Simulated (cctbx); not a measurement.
## From intensities to atoms

Cell a = 3.2590 Å, b = 3.2590 Å, c = 6.9090 Å, α = 90.00°, β = 90.00°, γ = 120.00°; space group P6_3/mmc (no. 194); content Tc2 Al2.

The data are simulated with cctbx, not measured: Cu Kα, λ = 1.54184 Å, to d = 0.83 Å, 80 % of the full sphere, strongest reflection 20000 counts, noise from counting, a 3 % proportional error and a noise floor of 4 counts (s.d.); no absorption.

1 earlier start (other random phases, and plain and normalised amplitudes in turn) led nowhere (symmetry correlation 0.97).

Charge flipping in P1 on normalised amplitudes to 0.9 Å, δ = 1.1 σ, 10 % of the reflections treated as weak, 600 cycles:

```text
cycle      R  skewness
    0  0.475     0.37
   50  0.308     3.49
  100  0.320     3.22
  150  0.351     3.48
  200  0.323     3.29
  250  0.308     3.50
  300  0.358     3.54
  350  0.316     3.34
  400  0.268     3.13
  450  0.298     2.98
  500  0.301     3.06
  550  0.307     3.41
origin shift          correlation  skewness
 0.312  0.738  0.326      0.977      6.54
 0.312  0.737  0.076      0.977      6.57
 0.726  0.432  0.100      0.813      1.42
 0.726  0.431  0.349      0.811      1.50
taken: symmetry correlation 0.977, skewness 6.57
peak      x       y       z  mult  height/sigma
Q1    0.0000  0.0000  0.0000    2     13.3
Q2    0.3333  0.6667  0.7500    2      1.7
Q3    0.2294  0.4588  0.5296   12      0.8
Q4    0.1228  0.5614  0.2500    6      0.6
Q5    0.1198  0.2396  0.1632   12      0.4
Q6    0.3333  0.6667  0.1499    4      0.2
Q7    0.0000  0.0000  0.2500    2     -0.0
```

The origin is taken among those within 0.04 of the best correlation, by the skewness of the map.

It took 0.54 s on 1 thread of Arm Neoverse N1 (shared host), peak memory 0.07 GiB.

Q: Assign the peaks.

Heights go roughly as Z and multiplicities must add up to the content. First model: Q1 = Tc1 (2 in the cell, height 13.3) and Q2 = Al1 (2 in the cell, height 1.7). Against the true structure, Q1 is Tc and Q2 is Al; the other peaks are not atoms.

Least squares on F², isotropic:

```text
Rint 0.025, 33 unique reflections to 0.84 A
cycle     R1     wR2    GooF  max shift (A)
   1  0.0781  0.1729  12.817   0.00000
   2  0.0128  0.0284   2.107   0.00000
final R1 0.0128 wR2 0.0284 GooF 2.107  parameters 2  data/parameter 16.5
atom        x        y        z      Ueq    occ   su(xyz)  su(Uiso or U11)
Tc1    0.00000  0.00000  0.00000   0.0083  1.000  0.00000  0.0004
Al1    0.33333  0.66667  0.75000   0.0118  1.000  0.00000  0.0005
difference map: max 1.02 min -0.52 rms 0.14
Q1    0.0000  0.0000  0.0861    4    1.02  0.59 A from Tc1
Q2    0.3333  0.6667  0.6687    4    0.49  0.56 A from Al1
Q3    0.3333  0.6667  0.1338    4    0.30  2.05 A from Al1
Q4    0.1038  0.3930  0.5479   24    0.19  1.20 A from Tc1
Q5    0.0035  0.3038  0.2500   12    0.16  1.15 A from Al1
```

Anisotropic refinement:

```text
Rint 0.025, 33 unique reflections to 0.84 A
cycle     R1     wR2    GooF  max shift (A)
   1  0.0128  0.0284   2.178   0.00000
   2  0.0057  0.0131   1.006   0.00000
final R1 0.0057 wR2 0.0131 GooF 1.006  parameters 4  data/parameter 8.2
atom        x        y        z      Ueq    occ   su(xyz)  su(Uiso or U11)
Tc1    0.00000  0.00000  0.00000   0.0082  1.000  0.00000  0.0002
Al1    0.33333  0.66667  0.75000   0.0117  1.000  0.00000  0.0003
difference map: max 0.34 min -0.20 rms 0.07
Q1    0.0000  0.0000  0.1401    4    0.34  0.97 A from Tc1
Q2    0.3333  0.6667  0.1364    4    0.27  2.04 A from Al1
Q3    0.9981  0.2895  0.2500   12    0.17  1.16 A from Al1
Q4    0.3333  0.6667  0.6507    4    0.10  0.69 A from Al1
Q5    0.1987  0.3974  0.5627   12    0.09  1.20 A from Tc1
Q6    0.2125  0.4250  0.0742   12    0.05  1.30 A from Tc1
```

**Reading.** The refinement ends at R1 = 0.0057, wR2 = 0.0131, GooF = 1.01, with difference density between -0.20 and 0.34 e/Å³. Every site matches the true model in element, within 0.001 Å r.m.s., up to an allowed shift of origin.

True model:

```csv
atom,mult.,x,y,z,Ueq (Å²)
Tc1,2,0,0,1/2,0.0080
Al1,2,1/3,2/3,1/4,0.0118
```

The model was made for the exercise: a known structure type with other elements put in, its volume estimated, not relaxed; displacement parameters are assumed.

[Middle refinement cycles are left out of these outputs.]

[Logs are printed without paths, hosts, clocks, repeated set-up lines and the standing remarks that a program may print on its own settings, such as how far it seeks lower states.]
